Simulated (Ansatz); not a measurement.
# Relaxing B-doped (5,5) carbon nanotube bundle (100 atoms), part 2 of 2

How does B-doped (5,5) carbon nanotube bundle (100 atoms) relax, and what do bonds, charges and levels look like afterwards?

Ansatz 0.2.0; Kohn-Sham DFT, PBEsol, PAW (set soft_2), plane waves.

So far. Step 3 (Relaxation): The relaxation changed the energy by -63.6 meV/atom, and atoms moved by 0.41 Å r.m.s., 0.70 Å at most.

## 4. Structure statistics after relaxation

Bonds before and after, by the cutoffs listed below:

```
pair  bonds before  bonds after  mean before (Å)  mean after (Å)  spread before (Å)  spread after (Å)
 C-C            99          100            1.445           1.440              0.011             0.037
 C-B            48           54            1.536           1.576              0.011             0.080
 B-B             3            4            1.462           1.743              0.035             0.117
```

Density 1.75 g/cm³, 11.22 Å³ an atom.

g(r), total and by pair (bins of 0.2 Å):

```
r (Å)  total   C-C   C-B   B-B
 1.30   0.28  0.42  0.00  0.00
 1.50   5.46  5.91  4.99  0.00
 1.70   0.55  0.05  1.43  2.90
 1.90   0.08  0.00  0.18  0.74
 2.10   0.04  0.00  0.07  0.58
 2.30   0.05  0.05  0.06  0.00
 2.50   3.50  3.75  3.11  1.70
 2.70   1.03  0.81  1.38  2.33
 2.90   1.35  1.34  1.29  2.20
 3.10   0.34  0.24  0.55  0.58
 3.30   0.12  0.09  0.14  0.50
 3.50   0.28  0.24  0.37  0.22
 3.70   0.95  0.96  0.89  1.18
 3.90   1.52  1.43  1.79  1.07
 4.10   0.76  0.79  0.65  1.16
 4.30   1.17  1.19  1.23  0.30
 4.50   1.01  0.96  1.16  0.69
 4.70   0.64  0.74  0.38  0.85
 4.90   1.04  1.09  0.99  0.57
 5.10   1.10  1.04  1.24  1.27
 5.30   1.27  1.24  1.32  1.48
 5.50   0.84  0.91  0.63  1.10
 5.70   0.84  0.87  0.77  1.02
 5.90   1.10  1.15  1.03  0.79
 6.10   1.03  1.08  0.97  0.45
 6.30   1.06  0.99  1.19  1.47
 6.50   1.23  1.27  1.21  0.97
 6.70   1.35  1.36  1.38  0.80
```

Bonds by pair of elements; cutoffs follow the first minimum of g(r), held within bounds set by covalent radii, and pairs that aren't listed don't count as bonded:

```
pair A-B  cutoff (Å)  bonds  mean length (Å)  spread (Å)  shortest (Å)  B about A  A about B
     C-C        1.85    100             1.44       0.037          1.36       2.44       2.44
     C-B        1.95     54             1.58        0.08           1.5      0.659          3
     B-B        2.05      4             1.74       0.117          1.63      0.444      0.444
```

How many atoms have how many bonded neighbours:

```
element  mean   3  4  5
      B  3.44  12  4  2
      C  3.10  74  8  0
```

Bond angles (no mean is given where the spread exceeds 20°):

```
angle  count  mean (°)  spread (°)
C-C-C    161       120         3.7
B-C-C     94       116           9
C-B-C     59       114        10.1
B-B-C     20         -           -
B-C-B     15       105        19.1
```

Bond length by coordination (bonds to H left out):

```
element  coordination  atoms  mean bond length (Å)
      B             3     12                  1.55
      B             4      4                  1.64
      B             5      2                  1.69
      C             3     74                  1.45
      C             4      8                  1.58
```

Rings of the network by King's shortest-path rule, up to 12 atoms, one path for each pair of neighbours; H, halogens, alkali and alkaline-earth atoms are left out, and the last column divides by all other atoms, bonded or not:

```
ring size (atoms)  rings  per network atom
                3      2              0.02
                4      4              0.04
                5      1              0.01
                6     54              0.54
                7      5              0.05
                8      9              0.09
```

Counting bonds as in the table, 67 % of B atoms have 3 and 90 % of C atoms have 3 bonded neighbours. The C-C-C angle averages 120° with a spread of 4°. Rings of 6 atoms are the most common (72 % of those counted); sizes run from 3 to 8.

## 5. Single point at the relaxed geometry

One more single point at the end of the walk gives the fuller output and checks the residual forces.

File input.yaml:

```yaml
crystal:
  lattice:
    - [10.08135, 0.0, 0.0]
    - [-5.04067, 8.7307, 0.0]
    - [0.0, 0.0, 12.7436]
  atoms:
    - { symbol: C, position: [0.3241, 0.0269, 0.07932] }
    - { symbol: C, position: [0.3427, 0.10967, 0.98443] }
    - { symbol: C, position: [0.32902, 0.24183, 0.9818] }
    - { symbol: C, position: [0.30837, 0.30329, 0.08046] }
    [... 90 atom lines left out ...]
    - { symbol: C, position: [0.76152, 0.60928, 0.97849] }
    - { symbol: C, position: [0.81528, 0.58393, 0.88322] }
    - { symbol: B, position: [0.96471, 0.57043, 0.88371] }
    - { symbol: C, position: [0.06398, 0.62151, 0.98981] }
    - { symbol: C, position: [0.19638, 0.77604, 0.98273] }
    - { symbol: C, position: [0.25262, 0.85372, 0.88422] }
kpoints:
  mp_grid: { grid: [2, 2, 1] }
hamiltonian:
  xc: pbesol
scf:
  occupations: { method: fermi_dirac, width: 0.05 }
output:
  forces: true
  stress: true
  populations: true
  dos:
    method: { smearing: { sigma: 0.08 } }
    de: 0.1
    projected: { site_lists: { B: [B], C: [C] } }
  eigenvalues: true
  write_density: true
  write_potential: true
  volumetric_format: npy
  elf: true
```

Launch:

```bash
ansatz run input.yaml --threads 4 --pin off --max-ram 8192MiB --backend cpu --events-out ev --progress --plain --runs-dir out
```

Numbers of over 12 decimals in the logs are rounded to 6 here.

Output:

```text
[...]
Crystal: 100 atoms, lattice volume = 1121.657 Å³
Basis set: ecut = 420 eV, 21883 PW (Γ), exchange–correlation on 144×144×180 points (8 copies of the dense FFT grid, shifted against one another)
Bands: 291, of which v1, the nominal top of the filled ones, is band 191 counted from 1 (190 counted from 0)
Symmetry: 1 space group operations
[...]
k-points: 4
[...]
SCF iter   1: F=—  HF=-22944.936424 eV  |F-HF|=—  |Δ(HF+E_count)|=         —  Δρ=1.29e-2  dr2=7.98e0  ethr=1.77e-3  ⟨swp⟩=6.0  Hψ=5258  notcnv=0  defer=282
[...]
SCF iter  11: F=-22943.890007 eV  HF=-22943.890007 eV  |F-HF|=3.56e-8  |Δ(HF+E_count)|=   2.00e-8  Δρ=2.02e-6  dr2=5.94e-8  ethr=2.62e-11  ⟨swp⟩=25.8  Hψ=11470  notcnv=0
SCF 1 converged in 11 iterations: F = -22943.890007 eV  dr2 = 5.94e-8
[...]
WARN: The input density's exchange-correlation potential varies sharply where the density is thin. Do not read a vacuum level from v_tot or v_xc, or from such a field of the output density. On a cell that repeats whose density bears no net charge and no dipole along the vacuum's axis use v_es (v_loc + v_h of the components); [...]
SCF converged after 11 iterations
Free energy (F): -22943.890007 eV
[...]
Internal energy: -22943.799027 eV  (E = F + TS)
E sigma→0 (E₀):  -22943.844517 eV
Entropy (-TS):   -0.090980 eV (-0.910 meV/atom)
Fermi energy:    3.604711 eV
[...]
--- Forces (eV/Å), atoms counted from 1 ---
  atom   1  C     -0.00025647     0.00216284    -0.00049739
  atom   2  C     -0.00203541     0.00325339    -0.00497970
  atom   3  C      0.00598301    -0.00381917     0.00425846
  atom   4  C      0.00442721    -0.00518994     0.00617347
  atom   5  C     -0.00337915     0.00063892     0.01399888
  atom   6  C      0.01083900    -0.00155389    -0.00781223
  atom   7  C      0.00099279     0.00536704     0.00927810
  atom   8  B     -0.00024181    -0.00344756    -0.00640936
  atom   9  C      0.00096460    -0.00139463    -0.00559415
  atom  10  C     -0.00032781    -0.00102565     0.00544651
  atom  11  B      0.00057588    -0.00010196    -0.00071349
  atom  12  C      0.00012424    -0.00182202    -0.00347414
  atom  13  C      0.00367736    -0.00435157     0.00714601
  atom  14  C      0.00145385    -0.00022597    -0.00702705
[...]
atom  99  C      0.00084673    -0.00520047    -0.00527392
  atom 100  C      0.00292778    -0.00752648    -0.00475199
  max |Σ_I F_I| component: 1.25e-4 eV/Å
--- Stress (GPa, compression-positive) ---
       -0.342822      -0.006048      -0.325834
       -0.006047      -0.227720       0.403829
       -0.325834       0.403829      -4.093202
  P = ⅓ Tr σ = -1.5546 GPa (-15.546 kbar)
--- Band table (eV) ---
[...]
--- Löwdin populations: 100 sites ---
  site symbol       q [e]
     0      C      4.0396
     1      C      4.0346
     2      C      3.9405
[...]
99      C      4.0643
  spilling = 0.008559 (of n_electrons = 382.000000)
```

Elapsed: 72 s, on 4 threads of Arm Neoverse V2, shared host; peak memory 6 GiB.

The program notes that the exchange-correlation potential is rough where the density is thin.

The run gave:

```
free energy                             : -22943.8900 eV
free energy per atom                    : -229.4389 eV/atom
SCF cycles                              : 11
pressure                                : -1.555 GPa
r.m.s. force component                  : 0.00596 eV/Å
longest force                           : 0.03133 eV/Å
Fermi energy                            : 3.605 eV
levels partly filled by over 2 per cent : 8
spilling of the projection              : 0.008559
```

Löwdin charges by element and coordination (they lack the spilled electrons, 0.033 e an atom on average):

```
element  coordination  atoms  mean charge (e)  spread    least   most
      B           all     18            0.114  0.0761  -0.0151  0.203
      B             3     12            0.131  0.0692    0.013  0.203
      B             4      4           0.0811  0.0694   0.0169  0.197
      B             5      2           0.0766  0.0917  -0.0151  0.168
      C           all     82           0.0149  0.0681   -0.188  0.164
      C             3     74           0.0227  0.0653   -0.188  0.164
      C             4      8          -0.0577  0.0473   -0.126  0.008
```

Density of states as counts of states in windows of 1 eV (from the Fermi level), total and the larger projections:

```
from (eV)  to (eV)  total   C p  B p  C s
      -18      -17   10.8   1.7  0.5  7.9
      -17      -16   12.8   2.9  0.7  8.6
      -16      -15   15.3   4.7  0.9  9.0
      -15      -14   16.7   5.6  1.0  9.4
      -14      -13   10.9   4.1  0.7  5.7
      -13      -12   16.5   7.0  0.9  7.7
      -12      -11   13.7   7.2  0.9  4.9
      -11      -10   17.2  10.2  1.1  4.9
      -10       -9   15.5   9.6  1.1  3.7
       -9       -8   17.3  11.9  1.3  2.9
       -8       -7   24.5  18.5  1.7  3.0
       -7       -6   26.9  21.0  2.0  2.3
       -6       -5   37.0  30.9  2.6  1.7
       -5       -4   33.5  27.3  3.9  1.2
       -4       -3   34.5  27.3  5.3  1.1
       -3       -2   32.1  25.8  5.0  0.7
       -2       -1   25.1  19.6  4.8  0.5
       -1        0   19.8  14.4  4.9  0.3
        0        1   10.4   8.1  2.0  0.1
        1        2   10.9   8.1  2.3  0.2
        2        3   13.2  10.3  2.3  0.2
        3        4   14.4  11.0  2.4  0.3
        4        5   14.5   9.2  2.5  0.4
```

The curve was stored every 0.10 eV, coarse against its broadening of 0.08 eV, so these counts are rough.

Between -19 and -18 eV lie 2 more states.

The levels nearest the highest filled one (over half full), pooled over k-points and spins:

```
level less the highest filled one (eV)  occupation
                                -0.103        1.86
                               -0.0988        1.85
                               -0.0871        1.82
                               -0.0144        1.40
                               -0.0035        1.31
                                     0        1.27
                                0.0824       0.505
                                 0.234       0.032
                                 0.283       0.012
                                 0.356       0.003
                                 0.364       0.002
                                 0.441       0.001
```

Valence density in the ca plane at fractional y = 0.390, with atoms of C and B within 0.2 Å of it. It is the smooth field of the valence electrons, not physical close to the nuclei.

Ten even steps from '0' (0.0 e/Å³) to '9' (2.0 e/Å³), each cell a mean:
```
643356666534666653456689875334688876
333133223323322231332247874213688643
112221001222100122210014542001354311
001110000111000011100001110000111100
000000000000000000000000000000000000
000000000000000000000000000000000000
000000000000000000000000000000000000
000000000000000000000000000000000000
000000000000000000000000000000000000
000000000000000000000000000000000000
000000000000000000000000000000000000
000000000000000000000000000000000000
000000000000000010000000000000000000
000000001111111121111111110000000000
011211011232101122221111221000111100
013321012443100134421012332000122100
024531002564100147631013553101354210
147863224787422369852235885223587421
479997668999766799986678999767999743
467679998656899866689997668989766653
332236995212599631248963224776322332
311015984101499510137952012453101134
321126995212599631148973111332111245
532248997434799853369996433333333566
```
Columns run along c (12.7 Å), rows up along a (10.1 Å). Atoms in or near the plane, at fractional coordinates: C at (0.08, 0.22), C at (0.18, 0.17), B at (0.09, 0.93), C at (0.28, 0.23), C at (0.38, 0.17), C at (0.18, 0.03), B at (0.28, 0.94), C at (0.49, 0.24), C at (0.58, 0.17), C at (0.38, 0.03), B at (0.48, 0.94), C at (0.68, 0.23), C at (0.78, 0.18), C at (0.58, 0.03) and more.

ELF in the ca plane at fractional y = 0.390, with atoms of C and B within 0.2 Å of it. It is the smooth field of the valence electrons, not physical close to the nuclei.

Values, 13 rows by 16 columns, each cell a mean:
```
0.82 0.24 0.73 0.75 0.25 0.67 0.71 0.34 0.58 0.67 0.50 0.63 0.61 0.79 0.53 0.75
0.33 0.34 0.26 0.20 0.36 0.28 0.16 0.38 0.34 0.18 0.60 0.55 0.16 0.55 0.56 0.30
0.07 0.25 0.11 0.04 0.18 0.10 0.03 0.18 0.12 0.04 0.24 0.16 0.02 0.13 0.18 0.03
0.02 0.04 0.03 0.03 0.04 0.03 0.02 0.02 0.02 0.01 0.03 0.03 0.02 0.03 0.04 0.02
0.03 0.04 0.06 0.07 0.05 0.04 0.03 0.02 0.01 0.02 0.02 0.02 0.03 0.03 0.04 0.03
0.01 0.01 0.02 0.02 0.02 0.02 0.06 0.07 0.05 0.07 0.03 0.01 0.01 0.01 0.00 0.01
0.11 0.15 0.22 0.25 0.29 0.29 0.55 0.59 0.46 0.50 0.31 0.17 0.15 0.15 0.12 0.11
0.38 0.56 0.43 0.54 0.62 0.55 0.67 0.51 0.50 0.60 0.55 0.53 0.27 0.41 0.50 0.25
0.37 0.77 0.26 0.32 0.78 0.38 0.22 0.69 0.61 0.16 0.55 0.70 0.12 0.49 0.72 0.14
0.56 0.50 0.53 0.48 0.48 0.60 0.43 0.58 0.61 0.37 0.57 0.53 0.40 0.58 0.53 0.41
0.79 0.60 0.68 0.57 0.60 0.74 0.44 0.66 0.76 0.41 0.72 0.69 0.47 0.76 0.70 0.50
0.50 0.21 0.62 0.68 0.17 0.53 0.73 0.25 0.39 0.75 0.35 0.33 0.74 0.44 0.29 0.54
0.70 0.47 0.64 0.59 0.54 0.73 0.45 0.63 0.71 0.39 0.66 0.53 0.51 0.57 0.52 0.67
```
Columns run along c (12.7 Å), rows up along a (10.1 Å). Atoms in or near the plane, at fractional coordinates: C at (0.08, 0.22), C at (0.18, 0.17), B at (0.09, 0.93), C at (0.28, 0.23), C at (0.38, 0.17), C at (0.18, 0.03), B at (0.28, 0.94), C at (0.49, 0.24), C at (0.58, 0.17), C at (0.38, 0.03), B at (0.48, 0.94), C at (0.68, 0.23), C at (0.78, 0.18), C at (0.58, 0.03) and more.

Mean Löwdin charges: B +0.11, C +0.01 e (they miss 0.86 % of the electrons, so they add up to more than the cell's charge). Charges this small depend on the projection, at times even in sign. Within 0.4 eV of the Fermi level the largest share is C p (72 % of the projected weight).

The surroundings of B97, which has 4 bonded neighbours where the commonest count for B is 3, nearest first, numbered as they follow in the input and with coordinates relative to it.

```
atom      x      y      z  distance (Å)  bonds  Löwdin charge (e)
 B97   0.00   0.00   0.00          0.00      4               0.20
 C96  -1.57   0.12  -0.01          1.58      3               0.02
 C78   0.79   0.51  -1.27          1.58      4              -0.13
 C98   0.74   0.45   1.35          1.61      4               0.00
 C88   0.63  -1.76  -0.04          1.87      4               0.01
  C7   1.24  -1.16   1.16          2.06      4              -0.03
 B87   1.37  -1.06  -1.33          2.18      5               0.17
 C75  -2.19   0.37  -1.25          2.55      3              -0.07
 C99   1.30   1.80   1.26          2.55      3               0.10
 C95  -2.24   0.34   1.21          2.57      3              -0.06
 C79   1.28   1.83  -1.27          2.57      3               0.12
 C17   0.04   0.08   2.61          2.61      4              -0.05
 B77   0.28  -0.11  -2.61          2.62      5              -0.02
```

The column of bonds counts only the pairs C-C within 1.85 Å, C-B within 1.95 Å, B-B within 2.05 Å; other neighbours, such as metal atoms beside each other in a compound, aren't counted, and periodic images can show an atom twice.

## 6. What came out

```yaml
energy_change_in_the_relaxation: -63.63 meV/atom
r_m_s_displacement: 0.413 Å
largest_displacement: 0.702 Å
free_energy_per_atom: -229.4389 eV/atom
density: 1.746 g/cm³
pressure: -1.555 GPa
r_m_s_force_component: 0.00596 eV/Å
wall_time_of_the_3_dft_runs: 10 min
```

What this shows: Relaxation lowers the energy by 63.6 meV/atom and moves atoms by 0.41 Å r.m.s.; the r.m.s. force component goes from 1.1 to 0.0060 eV/Å, the pressure goes from -2.8 to -1.6 GPa. By the final cutoffs 0 of 150 bonded pairs parted and 8 joined. First to last step the energy falls by 6.363 eV; the largest move, 0.70 Å, is that of B87, with 1 other atom within 2 % of it. The B-B bonds change most in mean length: from 1.462 Å (spread 0.035) to 1.743 Å (spread 0.117), and their number from 3 to 4. Counting bonds as in the table, 67 % of B atoms have 3 and 90 % of C atoms have 3 bonded neighbours. No gap is quoted, since levels at the Fermi energy are partly filled.

What to keep in mind: The stress is far from hydrostatic: its diagonal is -0.3, -0.2, -4.1 GPa, compression counted positive. The pressure of -1.6 GPa means that a free cell would contract at this level.

[Logs are printed without paths, hosts, clocks, repeated set-up lines and the standing remarks that a program may print on its own settings, such as how far it seeks lower states.]

[Hosts, paths, dates, database ids (printed as entryN), source tags and the programs' standing remarks are cut or masked in the printed files.]
